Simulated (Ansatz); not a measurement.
# NbRu (Pm-3m): Grüneisen parameters

Does NbRu (Pm-3m) expand much on heating, by its phonons?

Calculated with Ansatz 0.2.0; DFT PBEsol, scalar-relativistic, plane waves, PAW; PAW set soft_1.

## 1. The starting structure

Symmetry: Pm-3m, No. 221, cubic system. The conventional cell has a = 3.139 Å, b = 3.139 Å, c = 3.139 Å, α = 90.00°, β = 90.00°, γ = 90.00°. Nb has 8 Ru at 2.72 Å nearest. Nearest to Ru lie 8 Nb at 2.72 Å. Farther neighbours are not listed.

## 2. Response at finite wavevector

The cell comes from relaxations at this level that are not shown. Stability and thermal properties need the whole zone. Linear response on a 4×4×4 q mesh gives force constants as far as a supercell of that size would.

Input file input.yaml:

```yaml
crystal:
  lattice:
    - [3.1391803495, 0.0, 0.0]
    - [0.0, 3.1391803495, 0.0]
    - [0.0, 0.0, 3.1391803495]
  atoms:
    - { symbol: Nb, position: [0.0, 0.0, 0.0] }
    - { symbol: Ru, position: [0.5, 0.5, 0.5] }
kpoints:
  mp_grid: { grid: [16, 16, 16] }
hamiltonian:
  xc: pbesol
  pseudopotentials: { kind: paw, azcp: { folder: soft_1 }, xc_functional: pbe }
scf:
  occupations: { method: methfessel_paxton, width: 0.2 }
output:
  eigenvalues: true
phonons:
  method: dfpt
  qmesh: [4, 4, 4]
  temperatures: { t_max: 1000, t_step: 50 }
  qpath:
    path:
      - [[0.0, 0.0, 0.0], [0.0, 0.5, 0.0], [0.5, 0.5, 0.0], [0.0, 0.0, 0.0], [0.5, 0.5, 0.5], [0.0, 0.5, 0.0]]
      - [[0.5, 0.5, 0.5], [0.5, 0.5, 0.0]]
    npoints: 10
```

Started as:

```sh
ansatz run input.yaml --threads 4 --pin off --max-ram 10240MiB --backend cpu --events-out ev --progress --plain --runs-dir out
```

Numbers of over 12 decimals in the logs are rounded to 6 here.

Output:

```text
Engine: ansatz 0.2.0, x86_64-unknown-linux-gnu
Pseudopotentials: kind: paw
Pseudopotential: Nb, paw, valence charge 13, recommended cutoff 420 eV (normal), soft_1/Nb.paw.azcp
Pseudopotential: Ru, paw, valence charge 16, recommended cutoff 420 eV (normal), soft_1/Ru.paw.azcp
Functional definition: PBEsol
  exchange = pbesol_x
  correlation = pbesol_c
Crystal: 2 atoms, lattice volume = 30.935 Å³
Basis set: ecut = 420 eV, 619 PW (Γ), exchange–correlation on 48×48×48 points (8 copies of the dense FFT grid, shifted against one another)
Bands: 19, of which v1, the nominal top of the filled ones, is band 15 counted from 1 (14 counted from 0)
Symmetry: 48 space group operations
k-points: 165 of 4096
Non-local potential: Nb, projectors of the file, l = 0: 3, l = 1: 2, l = 2: 2, l = 3: 1
Non-local potential: Ru, projectors of the file, l = 0: 3, l = 1: 2, l = 2: 2, l = 3: 1
PAW form: soft (Blöchl's): semilocal exchange-correlation on the pseudo side does not see the compensation charge
PAW frozen core: Nb, regenerated for the run's functional, and the local potential with it (the file was generated under x = pbe(κ = 0.804, μ = 0.219515), c = pbe(β = 0.066725))
PAW frozen core: Ru, regenerated for the run's functional, and the local potential with it (the file was generated under x = pbe(κ = 0.804, μ = 0.219515), c = pbe(β = 0.066725))
PAW one-centre angular grid: Nb, 590 points (default); XC on 64 Gauss nodes
PAW one-centre angular grid: Ru, 590 points (default); XC on 64 Gauss nodes
Initial density: superposition of atomic densities (chi_scale 0.1, normalization cell, long waves kept (reshape's long-wave potential 0.00 eV rms))
Initial wavefunctions: pseudopotential atomic-orbital guess
Functional: x = pbesol(κ = 0.804, μ = 0.123457), c = pbesol(β = 0.046)
SCF iter   1: F=—  HF=-10314.640048 eV  |F-HF|=—  |Δ(HF+E_count)|=         —  Δρ=1.81e-1  dr2=1.33e1  ethr=3.10e-3  ⟨swp⟩=4.8  Hψ=12249  notcnv=0
preconditioner: auto → none  [metal: Δε(μ)=0.008 eV  Ē_g=5.475 eV  σ=0.200 eV  W_gap=0.03  n_scr=6 (ndim 8)  ℏωp=24.1 eV  f_vac=0.000  D(μ)=1.81/eV (n_scr^D=18)  sad-step TF]
SCF iter   2: F=—  HF=-10313.101036 eV  |F-HF|=—  |Δ(HF+E_count)|=    1.54e0  S|Δr|=    0.00e0  Δρ=1.11e-1  dr2=5.55e0  ethr=3.10e-3  ⟨swp⟩=2.3  Hψ=6776  notcnv=0  defer=2
SCF iter   3: F=—  HF=-10312.325811 eV  |F-HF|=—  |Δ(HF+E_count)|=   7.75e-1  S|Δr|=    0.00e0  Δρ=1.47e-2  dr2=3.88e-2  ethr=3.10e-3  ⟨swp⟩=2.1  Hψ=5226  notcnv=0  defer=2
SCF iter   4: F=—  HF=-10312.320247 eV  |F-HF|=—  |Δ(HF+E_count)|=   5.56e-3  S|Δr|=    0.00e0  Δρ=2.76e-3  dr2=8.83e-4  ethr=1.34e-4  ⟨swp⟩=1.2  Hψ=4825  notcnv=0
SCF iter   5: F=—  HF=-10312.320384 eV  |F-HF|=—  |Δ(HF+E_count)|=   1.38e-4  S|Δr|=    0.00e0  Δρ=7.85e-4  dr2=2.74e-4  ethr=3.05e-6  ⟨swp⟩=2.0  Hψ=5226  notcnv=0
SCF iter   6: F=—  HF=-10312.320361 eV  |F-HF|=—  |Δ(HF+E_count)|=   2.38e-5  S|Δr|=    0.00e0  Δρ=9.28e-5  dr2=3.36e-6  ethr=9.45e-7  ⟨swp⟩=1.0  Hψ=3138  notcnv=0
SCF iter   7: F=—  HF=-10312.320362 eV  |F-HF|=—  |Δ(HF+E_count)|=   9.39e-7  S|Δr|=    0.00e0  Δρ=1.72e-5  dr2=1.26e-7  ethr=1.16e-8  ⟨swp⟩=1.1  Hψ=3213  notcnv=0
SCF iter   8: F=—  HF=-10312.320360 eV  |F-HF|=—  |Δ(HF+E_count)|=   1.48e-6  S|Δr|=    0.00e0  Δρ=1.54e-6  dr2=8.92e-10  ethr=4.34e-10  ⟨swp⟩=1.9  Hψ=4144  notcnv=0
SCF iter   9: F=-10312.320360 eV  HF=-10312.320360 eV  |F-HF|=3.64e-12  |Δ(HF+E_count)|=  6.55e-11  S|Δr|=    0.00e0  Δρ=1.59e-7  dr2=1.17e-12  ethr=1.00e-12  ⟨swp⟩=4.2  Hψ=15263  notcnv=0
the search or the solves at the SCF's close seem to have found levels that the self-consistency loop had missed (the run counts 1). By its estimate they hold under 1e-12 electrons; where the run keeps them, the occupations were computed again with them
SCF 1 converged in 9 iterations: F = -10312.320360 eV  dr2 = 1.17e-12
  greatest PAW one-centre occupation: 1.000 electrons in one spin orbital (limit 2), on the Ru atom at site 1 (counted from 0), in its partial waves of l = 0
phonons: the bands overlap, so this run is a metal and interpolates without the dipole-dipole term. If the crystal is really an insulator or semiconductor, its LO-TO splitting is missing
NSCF: frozen V_eff on 165 k-points
NSCF: frozen V_eff on 405 k-points
DFPT response loops at q = (0, 0, 0) (fractional): preconditioner auto → Kerker (q_TF=auto, 2.699 Å⁻¹) (partly filled bands, converged f_vac=0.000); β = 1.00, the filter's whole step (`scf.mixing.beta` (0.50) is not read by the response loops under this deck's `scf.mixing.preconditioner`; to damp them name `kerker` or `kerker_dos`, under which they read `scf.mixing.beta`, and type it under 1.00, their step now; both keys bind the ground state too); Broyden in place of MSR1
NSCF: frozen V_eff on 2592 k-points
DFPT response loops at q = (0, 0, 0.25) (fractional): mixed as the last ones told, above
NSCF: frozen V_eff on 1458 k-points
DFPT response loops at q = (0, 0, -0.5) (fractional): mixed as the last ones told, above
NSCF: frozen V_eff on 4608 k-points
DFPT response loops at q = (0, 0.25, 0.25) (fractional): mixed as the last ones told, above
NSCF: frozen V_eff on 2592 k-points
DFPT response loops at q = (0, 0.25, -0.5) (fractional): mixed as the last ones told, above
NSCF: frozen V_eff on 1458 k-points
DFPT response loops at q = (0, -0.5, -0.5) (fractional): mixed as the last ones told, above
NSCF: frozen V_eff on 4352 k-points
DFPT response loops at q = (0.25, 0.25, 0.25) (fractional): mixed as the last ones told, above
NSCF: frozen V_eff on 4608 k-points
DFPT response loops at q = (0.25, 0.25, -0.5) (fractional): mixed as the last ones told, above
NSCF: frozen V_eff on 2592 k-points
DFPT response loops at q = (0.25, -0.5, -0.5) (fractional): mixed as the last ones told, above
NSCF: frozen V_eff on 810 k-points
DFPT response loops at q = (-0.5, -0.5, -0.5) (fractional): mixed as the last ones told, above
SCF converged after 9 iterations
Stability not checked: this state was not tested for a lower state beside it, because cold or Methfessel-Paxton smearing, or corrected tetrahedra, fill the levels in a way that the test cannot read (fill_not_monotonic; see scf.lower_state_search)
Free energy (F): -10312.320360 eV
Harris-Foulkes:  -10312.320360 eV  (|F-HF|=3.64e-12)
Internal energy: -10312.316716 eV  (E = F + TS)
E sigma→0 (E₀):  -10312.319449 eV
Entropy (-TS):   -0.003644 eV (-1.822 meV/atom)
Fermi energy:    21.345803 eV
--- Per-component energies (eV) ---
  E_band       = -130.035074
  E_kinetic    = 834.476490
  E_local      = -1998.967314  (includes V_loc(G=0)·N_el)
  E_nonlocal   = 511.301902
  E_hartree    = 672.443564
  E_xc         = -334.466853
  E_vxc        = -415.556045  (∫ρ·V_xc dr)
  E_paw        = -6466.747792  (= ΣΔE_a)
  E_vpaw       = -406.177915  (= ΣTr[D̂ρ^β])
  E_aug_tail   = 0.000657  (compensation charges beyond the density's cutoff)
  E_ewald      = -3530.799376
  E_core_change = 0.442006  (= ΣΔE_core)
  E_smearing   = -0.003644  (= −TS)
  E_closure    = 0.000000  (closes the sum)
  Σ components = -10312.320360   (vs F -10312.320360, Δ=0.00e0)
--- Band table (eV; the first three rows and the last of 165) ---
  k-point 0: bands = [... 11 lower, 18.9474, 18.9474, 18.9474, 22.1978, 22.1978, 24.9255, 24.9255, 24.9255]
  k-point 1: bands = [... 11 lower, 18.9409, 18.9409, 18.9768, 22.0967, 22.2349, 24.6730, 24.6730, 24.8647]
  k-point 2: bands = [... 11 lower, 18.9252, 18.9252, 19.0633, 21.8071, 22.3407, 24.0716, 24.0716, 24.6901]
  k-point 164: bands = [... 11 lower, 18.3306, 18.3306, 18.3306, 21.1608, 21.1608, 24.8791, 24.8791, 28.5792]
--- Phonons (Γ-DFPT): 2 representative perturbations + reference (Σ response iterations 6) ---
  ASR residual: 9.677e-5 → 0.000e0 eV/Å²; symmetrization residual: 9.814e-6 eV/Å²
  ASR residual per site (eV/Å²): 1.16e-5 9.68e-5
  Γ frequencies (cm⁻¹): 0.00 0.00 0.00 128.84 128.84 128.84
--- Phonons (arbitrary-q DFPT): 10 irreducible q on the 4×4×4 mesh ---
  q = [0.0000, 0.0000, 0.0000] (star 1, of the zone-centre solve; hermiticity 6.64e-6, symmetrization 2.17e-12): -0.00 -0.00 0.00 128.84 128.84 128.84
  q = [0.0000, 0.0000, 0.2500] (star 6, 4 solved perturbations in 4032 linear systems a pass and spin channel, the states on 1296 of 4096 k-point pairs; hermiticity 3.29e-6, symmetrization 3.50e-13): 56.02 56.02 73.15 136.44 136.44 144.90
  q = [0.0000, 0.0000, -0.5000] (star 3, 4 solved perturbations in 2268 linear systems a pass and spin channel, the states on 729 of 4096 k-point pairs; hermiticity 7.22e-14, symmetrization 6.10e-13): -56.48 -56.48 95.10 132.18 132.18 160.58
  q = [0.0000, 0.2500, 0.2500] (star 12, 4 solved perturbations in 7056 linear systems a pass and spin channel, the states on 2304 of 4096 k-point pairs; hermiticity 2.65e-6, symmetrization 1.35e-13): -120.55 -77.40 57.80 117.57 168.11 187.06
  q = [0.0000, 0.2500, -0.5000] (star 12, 6 solved perturbations on 1296 of 4096 k-point pairs; hermiticity 1.53e-6, symmetrization 2.06e-14): -136.86 -109.17 -36.07 132.38 200.17 211.51
  q = [0.0000, -0.5000, -0.5000] (star 3, 4 solved perturbations in 2268 linear systems a pass and spin channel, the states on 729 of 4096 k-point pairs; hermiticity 2.30e-7, symmetrization 1.74e-13): -128.24 -128.24 -59.61 125.20 216.11 216.11
  q = [0.2500, 0.2500, 0.2500] (star 8, 2 solved perturbations on 2176 of 4096 k-point pairs; hermiticity 1.19e-6, symmetrization 7.05e-13): -164.54 -75.95 -75.95 174.08 174.08 177.83
  q = [0.2500, 0.2500, -0.5000] (star 12, 4 solved perturbations in 7056 linear systems a pass and spin channel, the states on 2304 of 4096 k-point pairs; hermiticity 2.12e-6, symmetrization 1.72e-13): -120.55 -88.60 14.80 159.57 181.00 196.76
  q = [0.2500, -0.5000, -0.5000] (star 6, 4 solved perturbations in 4032 linear systems a pass and spin channel, the states on 1296 of 4096 k-point pairs; hermiticity 3.25e-7, symmetrization 1.69e-13): -59.55 -59.55 20.33 148.79 194.44 194.44
  q = [-0.5000, -0.5000, -0.5000] (star 1, 2 solved perturbations on 405 of 4096 k-point pairs; hermiticity 1.96e-13, symmetrization 1.63e-12): 103.52 103.52 103.52 152.81 152.81 152.81
  sum rule: each row above includes the acoustic sum rule's correction from the zone centre's row sums; it moved no ω² by more than (0.51 cm⁻¹)²
  mesh force constants: q→R imaginary residual 4.59e-18; ASR residual 9.677e-5 → 0.000e0 eV/Å²; symmetrization residual 4.441e-15 eV/Å²
  interpolated dispersion: 62 rows × 6 modes
  density of states and harmonic sums: on the 20×20×20 q-mesh, interpolated from the force constants of a 4×4×4 supercell (no non-analytic term)
  largest difference from the sums on the solved wave vectors: F 5.88e-2 eV, S 8.03e-5 and C_V 2.15e-5 eV/K
  zero-point energy: 0.033180 eV/cell   skipped modes (ω ≤ 0): 639, of them read as no rigid motion or as one in doubt: 636 (2.405e0 modes/cell left out, lowest -164.54 cm⁻¹)   left out of the sums: 4.01e-1 of the cell's modes: C_V's classical limit lies that fraction below 3 k_B per atom; for a crystal, a wire or a layer, F and S can be off by more, and a phonons.interpolated_qmesh denser along its periods is the remedy for the sampling
```

Wall time 6.1 min (4 threads of AMD EPYC 9R14 (Zen 4), shared host); peak memory 3.3 GiB.

In the SCF lines HF is the Harris–Foulkes energy and dr2 the Hartree energy of the density residual, in eV; the loop may stop once dr2 is under the threshold and the program's other checks hold. Hψ counts applications of the Hamiltonian.

Numbers from this step:

| Item | Value |
| --- | --- |
| volume per atom | 15.47 Å³ |
| gap on the k-mesh | 0 eV |
| sum-rule residual before enforcement | 9.68e-5 eV/Å² |
| lowest frequency on the path | -164.5 cm⁻¹ |
| point group | m-3m |
| highest frequency on the path or at a solved wavevector | 217.4 cm⁻¹ |
| highest optical mode at the zone centre (no LO-TO term) | 128.8 cm⁻¹ |
| lowest optical zone-centre mode | 128.8 cm⁻¹ |
| lowest mode on the q mesh (acoustic modes at Γ apart) | -164.5 cm⁻¹ |

Frequencies (cm⁻¹) solved at each irreducible wavevector; negative means imaginary. Frequencies by wavevector, by row:

```tsv
q in reciprocal lattice units	star	mode 1	mode 2	mode 3	mode 4	mode 5	mode 6
0 0 0	1	0	0	0	128.8	128.8	128.8
0 0 0.25	6	56	56	73.2	136.4	136.4	144.9
0 0 -0.5	3	-56.5	-56.5	95.1	132.2	132.2	160.6
0 0.25 0.25	12	-120.5	-77.4	57.8	117.6	168.1	187.1
0 0.25 -0.5	12	-136.9	-109.2	-36.1	132.4	200.2	211.5
0 -0.5 -0.5	3	-128.2	-128.2	-59.6	125.2	216.1	216.1
0.25 0.25 0.25	8	-164.5	-76	-76	174.1	174.1	177.8
0.25 0.25 -0.5	12	-120.5	-88.6	14.8	159.6	181	196.8
0.25 -0.5 -0.5	6	-59.5	-59.5	20.3	148.8	194.4	194.4
-0.5 -0.5 -0.5	1	103.5	103.5	103.5	152.8	152.8	152.8
```

Symmetry leaves 10 wavevectors to solve. The lowest mode among them, the acoustic zeros apart, lies at q = (0.25, 0.25, 0.25) and is imaginary, 164.5i cm⁻¹, so the energy falls along it.

## 3. Relaxing at another volume, volume ratio 0.97

The volume is scaled by 0.97 and held; symmetry leaves nothing to relax, so this is a single point. The modes can then be followed against volume.

input.yaml, the sections that differ from step 2:

```yaml
crystal:
  lattice:
    - [3.107469289, 0.0, 0.0]
    - [0.0, 3.107469289, 0.0]
    - [0.0, 0.0, 3.107469289]
  atoms:
    - { symbol: Nb, position: [0.0, 0.0, 0.0] }
    - { symbol: Ru, position: [0.5, 0.5, 0.5] }
output:
  forces: true
  stress: true
  eigenvalues: true
# kpoints, hamiltonian, scf: as in step 2
# phonons: removed
```

Output:

```text
[...]
Crystal: 2 atoms, lattice volume = 30.007 Å³
Basis set: ecut = 420 eV, 587 PW (Γ), exchange–correlation on 48×48×48 points (8 copies of the dense FFT grid, shifted against one another)
Bands: 19, of which v1, the nominal top of the filled ones, is band 15 counted from 1 (14 counted from 0)
Symmetry: 48 space group operations
[...]
k-points: 165 of 4096
[...]
--- Band table (eV; the first three rows and the last of 165) ---
  k-point 0: bands = [... 11 lower, 19.6247, 19.6247, 19.6247, 23.0016, 23.0016, 25.8588, 25.8588, 25.8588]
  k-point 1: bands = [... 11 lower, 19.6179, 19.6179, 19.6552, 22.8941, 23.0409, 25.5919, 25.5919, 25.7943]
  k-point 2: bands = [... 11 lower, 19.6018, 19.6018, 19.7449, 22.5869, 23.1534, 24.9598, 24.9598, 25.6091]
  k-point 164: bands = [... 11 lower, 19.0017, 19.0017, 19.0017, 21.9420, 21.9420, 25.8068, 25.8068, 29.5886]
[key lines of the parts left out:]
SCF converged after 8 iterations
Free energy (F): -10312.297114 eV
Fermi energy:    22.124858 eV
P = ⅓ Tr σ = 8.2457 GPa (82.457 kbar)
```

Elapsed: 1.1 s, on 4 threads; peak memory 0.42 GiB; 3.5 s of CPU time.

Numbers from this step:

```yaml
pressure: 8.246 GPa
volume_per_atom: 15.00 Å³
```

The run ends at a pressure of 8.25 GPa.

## 4. Phonons at the other volume, volume ratio 0.97

The phonons are repeated at this volume on the same k and q meshes.

input.yaml, the sections that differ from step 3:

```yaml
output:
  eigenvalues: true
phonons:
  method: dfpt
  qmesh: [4, 4, 4]
  temperatures: { t_max: 1000, t_step: 50 }
  qpath:
    path:
      - [[0.0, 0.0, 0.0], [0.0, 0.5, 0.0], [0.5, 0.5, 0.0], [0.0, 0.0, 0.0], [0.5, 0.5, 0.5], [0.0, 0.5, 0.0]]
      - [[0.5, 0.5, 0.5], [0.5, 0.5, 0.0]]
    npoints: 10
# crystal, kpoints, hamiltonian, scf: as in step 3
```

Output:

```text
[...]
Crystal: 2 atoms, lattice volume = 30.007 Å³
Basis set: ecut = 420 eV, 587 PW (Γ), exchange–correlation on 48×48×48 points (8 copies of the dense FFT grid, shifted against one another)
Bands: 19, of which v1, the nominal top of the filled ones, is band 15 counted from 1 (14 counted from 0)
Symmetry: 48 space group operations
k-points: 165 of 4096
[...]
SCF iter   1: F=—  HF=-10314.550893 eV  |F-HF|=—  |Δ(HF+E_count)|=         —  Δρ=1.81e-1  dr2=1.27e1  ethr=3.10e-3  ⟨swp⟩=4.9  Hψ=12303  notcnv=0
[...]
SCF iter   9: F=-10312.297114 eV  HF=-10312.297114 eV  |F-HF|=0.00e0  |Δ(HF+E_count)|=  5.46e-12  S|Δr|=    0.00e0  Δρ=4.81e-8  dr2=2.15e-13  ethr=1.00e-12  ⟨swp⟩=5.4  Hψ=12645  notcnv=0
SCF 1 converged in 9 iterations: F = -10312.297114 eV  dr2 = 2.15e-13
[...]
NSCF: frozen V_eff on 165 k-points
[...]
SCF converged after 9 iterations
[...]
Free energy (F): -10312.297114 eV
[...]
Internal energy: -10312.293816 eV  (E = F + TS)
E sigma→0 (E₀):  -10312.296290 eV
Entropy (-TS):   -0.003298 eV (-1.649 meV/atom)
Fermi energy:    22.124858 eV
[...]
--- Band table (eV; the first three rows and the last of 165) ---
  k-point 0: bands = [... 11 lower, 19.6247, 19.6247, 19.6247, 23.0016, 23.0016, 25.8588, 25.8588, 25.8588]
  k-point 1: bands = [... 11 lower, 19.6179, 19.6179, 19.6552, 22.8941, 23.0409, 25.5919, 25.5919, 25.7943]
  k-point 2: bands = [... 11 lower, 19.6018, 19.6018, 19.7449, 22.5869, 23.1534, 24.9598, 24.9598, 25.6091]
  k-point 164: bands = [... 11 lower, 19.0017, 19.0017, 19.0017, 21.9420, 21.9420, 25.8068, 25.8068, 29.5886]
[...]
ASR residual: 1.184e-5 → 0.000e0 eV/Å²; symmetrization residual: 3.740e-7 eV/Å²
  ASR residual per site (eV/Å²): 1.18e-5 1.41e-6
  Γ frequencies (cm⁻¹): 0.00 0.00 0.00 146.61 146.61 146.61
--- Phonons (arbitrary-q DFPT): 10 irreducible q on the 4×4×4 mesh ---
[...]
interpolated dispersion: 62 rows × 6 modes
[...]
```

Wall time 5.7 min (4 threads); peak memory 3.3 GiB; 21 min of CPU time.

Numbers from this step:

```
sum-rule residual before enforcement                    : 1.18e-5 eV/Å²
lowest frequency on the path                            : -163.7 cm⁻¹
highest frequency on the path or at a solved wavevector : 235.1 cm⁻¹
highest optical mode at the zone centre (no LO-TO term) : 146.6 cm⁻¹
lowest optical zone-centre mode                         : 146.6 cm⁻¹
lowest mode on the q mesh (acoustic modes at Γ apart)   : -163.7 cm⁻¹
```

Frequencies (cm⁻¹) solved at each irreducible wavevector; negative means imaginary. Frequencies by wavevector, by row:

```tsv
q in reciprocal lattice units	star	mode 1	mode 2	mode 3	mode 4	mode 5	mode 6
0 0 0	1	0	0	0	146.6	146.6	146.6
0 0 0.25	6	62.5	62.5	88.9	150.2	150.2	157.7
0 0 -0.5	3	-31.9	-31.9	115	140.3	140.3	173.1
0 0.25 0.25	12	-116.4	-77.2	71.4	130	179.8	205.8
0 0.25 -0.5	12	-138.1	-109.5	32.9	141.6	217.1	227.3
0 -0.5 -0.5	3	-129.3	-129.3	-28.2	136.1	234.7	234.7
0.25 0.25 0.25	8	-163.7	-69.9	-69.9	189.8	189.8	192.7
0.25 0.25 -0.5	12	-118.7	-87.2	57.8	169.7	200	212.5
0.25 -0.5 -0.5	6	-48.7	-48.7	61.8	160.2	211.2	211.2
-0.5 -0.5 -0.5	1	121.4	121.4	121.4	165	165	165
```

The highest optical mode at the zone centre (no LO-TO term) is 146.6 cm⁻¹, +17.8 cm⁻¹ against the base run.

## 5. Relaxing at another volume, volume ratio 1.03

The volume is scaled by 1.03 and held; symmetry leaves nothing to relax, so this is a single point. The modes can then be followed against volume.

input.yaml, the sections that differ from step 4:

```yaml
crystal:
  lattice:
    - [3.1702633646, 0.0, 0.0]
    - [0.0, 3.1702633646, 0.0]
    - [0.0, 0.0, 3.1702633646]
  atoms:
    - { symbol: Nb, position: [0.0, 0.0, 0.0] }
    - { symbol: Ru, position: [0.5, 0.5, 0.5] }
output:
  forces: true
  stress: true
  eigenvalues: true
# kpoints, hamiltonian, scf: as in step 4
# phonons: removed
```

Output:

```text
[...]
Crystal: 2 atoms, lattice volume = 31.863 Å³
Basis set: ecut = 420 eV, 619 PW (Γ), exchange–correlation on 48×48×48 points (8 copies of the dense FFT grid, shifted against one another)
Bands: 19, of which v1, the nominal top of the filled ones, is band 15 counted from 1 (14 counted from 0)
Symmetry: 48 space group operations
[...]
k-points: 165 of 4096
[...]
--- Band table (eV; the first three rows and the last of 165) ---
  k-point 0: bands = [... 11 lower, 18.3067, 18.3067, 18.3067, 21.4373, 21.4373, 24.0442, 24.0442, 24.0442]
  k-point 1: bands = [... 11 lower, 18.3004, 18.3004, 18.3351, 21.3420, 21.4723, 23.8050, 23.8050, 23.9868]
  k-point 2: bands = [... 11 lower, 18.2852, 18.2852, 18.4186, 21.0686, 21.5720, 23.2325, 23.2325, 23.8218]
  k-point 164: bands = [... 11 lower, 17.6981, 17.6981, 17.6981, 20.4237, 20.4237, 24.0022, 24.0022, 27.6274]
[key lines of the parts left out:]
SCF converged after 8 iterations
Free energy (F): -10312.299428 eV
Fermi energy:    20.609649 eV
P = ⅓ Tr σ = -7.0407 GPa (-70.407 kbar)
```

Run time: 0.95 s. Hardware: 4 threads; peak memory 0.45 GiB.

Numbers from this step:

```
pressure        : -7.041 GPa
volume per atom : 15.93 Å³
```

The run ends at a pressure of -7.04 GPa.

(Part 1 of 2 ends here.)

[Logs are printed without paths, hosts, clocks, repeated set-up lines and the standing remarks that a program may print on its own settings, such as how far it seeks lower states.]

[Hosts, paths, dates, database ids (printed as entryN), source tags and the programs' standing remarks are cut or masked in the printed files.]
